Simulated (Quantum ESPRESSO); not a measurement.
# Beryllium (P6_3/mmc): from the cell to the phonon bands, part 3 of 4

How does Beryllium (P6_3/mmc) vibrate, and is this structure a minimum?

Quantum ESPRESSO 7.5; DFT PBE, scalar-relativistic, plane waves, PseudoDojo norm-conserving pseudopotentials.

So far, highest frequency (cm⁻¹): step 7 (interpolated phonon bands) 690. The relaxed cell has a = 2.266, c = 3.580 Å (conventional setting).

## (8) Sums over the zone

Sums over the zone need many more wavevectors than were solved, so the interpolation is sampled on a dense mesh.

matdyn.in

```
&INPUT
  asr    = 'crystal'
  flfrc  = 'x.fc'
  dos    = .true.
  fldos  = 'x.dos'
  nk1    = 23
  nk2    = 23
  nk3    = 13
  deltaE = 1.0
/
```

On the command line:

```console
$ matdyn.x -in matdyn.in > matdyn.out
```

Numbers of over 12 decimals in the logs are rounded to 6 here.

The log of the run:

```text
[banner, memory and clock lines left out]
Program MATDYN v.7.5

 mass for atomic type   1 not given; uses mass from file x.fc
 Norm of the difference between old and new effective charges:    0.000000

 Norm of the difference between old and new force-constants:   0.000353964

     Message from routine matdyn:
     Z* not found in file x.fc, TO-LO splitting at q=0 will be absent!

Note: The following floating-point exceptions are signalling: IEEE_UNDERFLOW_FLAG
```

It took 8.5 s on 1 thread of Arm Neoverse V2, shared host.

Numbers from this step:

| Property | Result |
| --- | --- |
| share of modes beyond 3i cm⁻¹ on the dense interpolated mesh | 0 |

The phonon density of states has structure finer than the step of the table below, so its rows give means over 25 cm⁻¹, whole bins alone (the curve runs from 0 to 688 cm⁻¹). Peaks (cm⁻¹: height): 500.0: 0.0232, 536.0: 0.0272, 576.0: 0.0257, 636.0: 0.0356.

Tetrahedra. Table of phonon density of states by wavenumber; means over each step:

wavenumber (cm⁻¹), phonon density of states (1/cm⁻¹/cell) and a bar:
```
       25     0.0000 
       50     0.0000 
       75     0.0001 
      100     0.0003 
      125     0.0004 
      150     0.0007 #
      175     0.0009 #
      200     0.0013 #
      225     0.0017 ##
      250     0.0021 ##
      275     0.0028 ###
      300     0.0035 ####
      325     0.0045 #####
      350     0.0058 #######
      375     0.0074 #########
      400     0.0106 ############
      425     0.0145 #################
      450     0.0170 ####################
      475     0.0207 ########################
      500     0.0207 ########################
      525     0.0224 ##########################
      550     0.0229 ##########################
      575     0.0211 ########################
      600     0.0162 ###################
      625     0.0260 ##############################
      650     0.0147 #################
      675     0.0016 ##
```

## (9) Zone-centre analysis

A rigid shift of the crystal must cost nothing, but grids and finite bases break this; the acoustic sum rule is imposed before the matrix is diagonalised again.

dynmat.in

```
&INPUT
  fildyn = 'x.dyn1'
  asr    = 'crystal'
  fileig = 'dynmat.eig'
/
```

On the command line:

```console
$ dynmat.x -in dynmat.in > dynmat.out
```

The log of the run:

```text
[banner, memory and clock lines left out]
Program DYNMAT v.7.5

     Reading Dynamical Matrix from file x.dyn1
     ...Force constants read
     ...epsilon and Z* not read (not found on file)
     Acoustic Sum Rule: || Z*(ASR) - Z*(orig)|| =    0.000000E+00
     Acoustic Sum Rule: ||dyn(ASR) - dyn(orig)||=    1.001162E-03
     A direction for q was not specified:TO-LO splitting will be absent

     Polarizability (A^3 units)
     multiply by 1.000000 for Clausius-Mossotti correction
         0.000000    0.000000    0.000000
         0.000000    0.000000    0.000000
         0.000000    0.000000    0.000000

     IR activities are in (D/A)^2/amu units

# mode   [cm-1]    [THz]      IR
    1     -0.00   -0.0000    0.0000
    2     -0.00   -0.0000    0.0000
    3     -0.00   -0.0000    0.0000
    4    462.26   13.8581    0.0000
    5    462.26   13.8581    0.0000
    6    689.68   20.6761    0.0000
```

Wall time 0.45 s (1 thread).

Unit eigenvectors of the mass-weighted matrix after the sum rule; no LO-TO term. Modes at Γ:

```tsv
mode	frequency (cm⁻¹)	symmetry
1	0.0	acoustic
2	0.0	acoustic
3	0.0	acoustic
4	462.3	E2g
5	462.3	E2g
6	689.7	B1g
```

Displacements in mode 4 (462.3 cm⁻¹), the largest set to 1:
```
Be1  1.00  0.44  0.00
Be2 -1.00 -0.44  0.00
```

Displacements in mode 6 (689.7 cm⁻¹), the largest set to 1:
```
Be1  0.00  0.00  1.00
Be2  0.00  0.00 -1.00
```

The rule moves no optical mode by more than 0.1 cm⁻¹.

## (10) A frozen mode

The atoms are moved along one mode, by 0.015 Å at most in any Cartesian component, and the restoring forces give its frequency without the response code: a check of the response kernel of this functional.

frozen.in

```
&CONTROL
  calculation = 'scf'
  prefix      = 'x'
  outdir      = './tmp'
  pseudo_dir  = './pseudo'
  tprnfor     = .true.
/
&SYSTEM
  ibrav       = 0
  nat         = 2
  ntyp        = 1
  ecutwfc     = 97.0
  occupations = 'smearing'
  smearing    = 'mv'
  degauss     = 0.02
/
&ELECTRONS
  conv_thr         = 1.0d-11
  mixing_beta      = 0.7
  electron_maxstep = 100
/
ATOMIC_SPECIES
 Be      9.0122  Be.upf
CELL_PARAMETERS angstrom
     2.265842584    0.000000000    0.000000000
    -1.132921292    1.962277239    0.000000000
     0.000000000    0.000000000    3.580418777
ATOMIC_POSITIONS crystal
 Be     0.333333333   0.666666667   0.254189454
 Be     0.666666667   0.333333333   0.745810546
K_POINTS automatic
 18 18 10 0 0 0
```

On the command line:

```console
$ OMP_NUM_THREADS=1 mpirun -n 4 pw.x -nk 4 -in frozen.in > frozen.out
```

The log of the run:

```text
[banner, memory and clock lines left out]
Program PWSCF v.7.5

     Message from routine setup:
     using ibrav=0 with symmetry is DISCOURAGED, use correct ibrav instead

     G-vector sticks info

     bravais-lattice index     =            0
     lattice parameter (alat)  =       4.2818  a.u.
     unit-cell volume          =     107.4288 (a.u.)^3
     number of atoms/cell      =            2
     number of atomic types    =            1
     number of electrons       =         8.00
     number of Kohn-Sham states=            8
     kinetic-energy cutoff     =      97.0000  Ry
     charge density cutoff     =     388.0000  Ry
     scf convergence threshold =      1.0E-11
     mixing beta               =       0.7000
     number of iterations used =            8  plain     mixing
     Exchange-correlation= PBE
                           (   1   4   3   4   0   0   0)

     celldm(1)=   4.281822  celldm(2)=   0.000000  celldm(3)=   0.000000
     celldm(4)=   0.000000  celldm(5)=   0.000000  celldm(6)=   0.000000

     crystal axes: (cart. coord. in units of alat)
               a(1) = (   1.000000   0.000000   0.000000 )
               a(2) = (  -0.500000   0.866025   0.000000 )
               a(3) = (   0.000000   0.000000   1.580171 )

     reciprocal axes: (cart. coord. in units 2 pi/alat)
               b(1) = (  1.000000  0.577350 -0.000000 )
               b(2) = (  0.000000  1.154701  0.000000 )
               b(3) = (  0.000000 -0.000000  0.632843 )

     PseudoPot. # 1 for Be read from file:
     ./pseudo/Be.upf
     Pseudo is Norm-conserving, Zval =  4.0
     Using radial grid of 1358 points,  4 beta functions with:
                l(1) =   0
                l(2) =   0
                l(3) =   1
                l(4) =   1

     atomic species   valence    mass     pseudopotential
     Be                4.00     9.01220     Be( 1.00)

     12 Sym. Ops., with inversion, found

   Cartesian axes

     site n.     atom                  positions (alat units)
         1        Be     tau(   1) = (  -0.0000000   0.5773503   0.4016628  )
         2        Be     tau(   2) = (   0.5000000   0.2886751   1.1785082  )

     number of k points=   330  Marzari-Vanderbilt smearing, width (Ry)=  0.0200

     Number of k-points >= 100: set verbosity='high' to print them.

     Dense  grid:    13921 G-vectors     FFT dimensions: (  27,  27,  45)

     Initial potential from superposition of free atoms

     starting charge       7.9996, renormalised to       8.0000
     Starting wfcs are    4 randomized atomic wfcs +    4 random wfcs

     per-process dynamical memory:    30.5 Mb

     Self-consistent Calculation

     iteration #  1     ecut=    97.00 Ry     beta= 0.70
     Davidson diagonalization with overlap
     ethr =  1.00E-02,  avg # of iterations =  6.7

     Threshold (ethr) on eigenvalues was too large:
     Diagonalizing with lowered threshold

     Davidson diagonalization with overlap
     ethr =  4.28E-05,  avg # of iterations =  3.5

     total energy              =     -55.81858008 Ry
     estimated scf accuracy    <       0.00341560 Ry

     iteration #  2     ecut=    97.00 Ry     beta= 0.70
     Davidson diagonalization with overlap
     ethr =  4.27E-05,  avg # of iterations =  1.0

     total energy              =     -55.81871793 Ry
     estimated scf accuracy    <       0.00030253 Ry

     iteration #  3     ecut=    97.00 Ry     beta= 0.70
     Davidson diagonalization with overlap
     c_bands:  1 eigenvalues not converged
     ethr =  3.78E-06,  avg # of iterations =  2.3

     total energy              =     -55.81875635 Ry
     estimated scf accuracy    <       0.00005033 Ry

     iteration #  4     ecut=    97.00 Ry     beta= 0.70
     Davidson diagonalization with overlap
     ethr =  6.29E-07,  avg # of iterations =  1.3

     total energy              =     -55.81876512 Ry
     estimated scf accuracy    <       0.00000004 Ry

     iteration #  5     ecut=    97.00 Ry     beta= 0.70
     Davidson diagonalization with overlap
     ethr =  5.41E-10,  avg # of iterations =  2.5

     total energy              =     -55.81876516 Ry
     estimated scf accuracy    <          8.8E-10 Ry

     iteration #  6     ecut=    97.00 Ry     beta= 0.70
     Davidson diagonalization with overlap
     ethr =  1.10E-11,  avg # of iterations =  1.7

     total energy              =     -55.81876516 Ry
     estimated scf accuracy    <          7.9E-11 Ry

     iteration #  7     ecut=    97.00 Ry     beta= 0.70
     Davidson diagonalization with overlap
     ethr =  9.87E-13,  avg # of iterations =  1.1

     End of self-consistent calculation

     Number of k-points >= 100: set verbosity='high' to print the bands.

     the Fermi energy is     8.8867 ev

!    total energy              =     -55.81876516 Ry
     estimated scf accuracy    <          1.3E-13 Ry
     smearing contrib. (-TS)   =      -0.00012850 Ry
     internal energy E=F+TS    =     -55.81863665 Ry

     The total energy is F=E-TS. E is the sum of the following terms:
     one-electron contribution =     -29.95554011 Ry
     hartree contribution      =       8.42956607 Ry
     xc contribution           =      -9.80708257 Ry
     ewald contribution        =     -24.48558004 Ry

     convergence has been achieved in   7 iterations

     Forces acting on atoms (cartesian axes, Ry/au):

     atom    1 type  1   force =     0.00000000    0.00000000   -0.00921106
     atom    2 type  1   force =     0.00000000    0.00000000    0.00921106

     Total force =     0.013026     Total SCF correction =     0.000001

     XML data file, charge density, pseudopotentials, collected wavefunctions
```

Wall time 11 s (4 MPI ranks).

Read from the output:

- frequency from the forces: 690.2 cm⁻¹
- frequency from linear response: 689.7 cm⁻¹

The forces give 690.2 cm⁻¹ against 689.7 cm⁻¹ from linear response after the sum rule.

[end of part 3 of 4]

[Host names and launcher messages were left out of these logs when they were recorded.]

[Logs are printed without paths, hosts, clocks, repeated set-up lines and the standing remarks that a program may print on its own settings, such as how far it seeks lower states.]

[Hosts, paths, dates, database ids (printed as entryN), source tags and the programs' standing remarks are cut or masked in the printed files.]
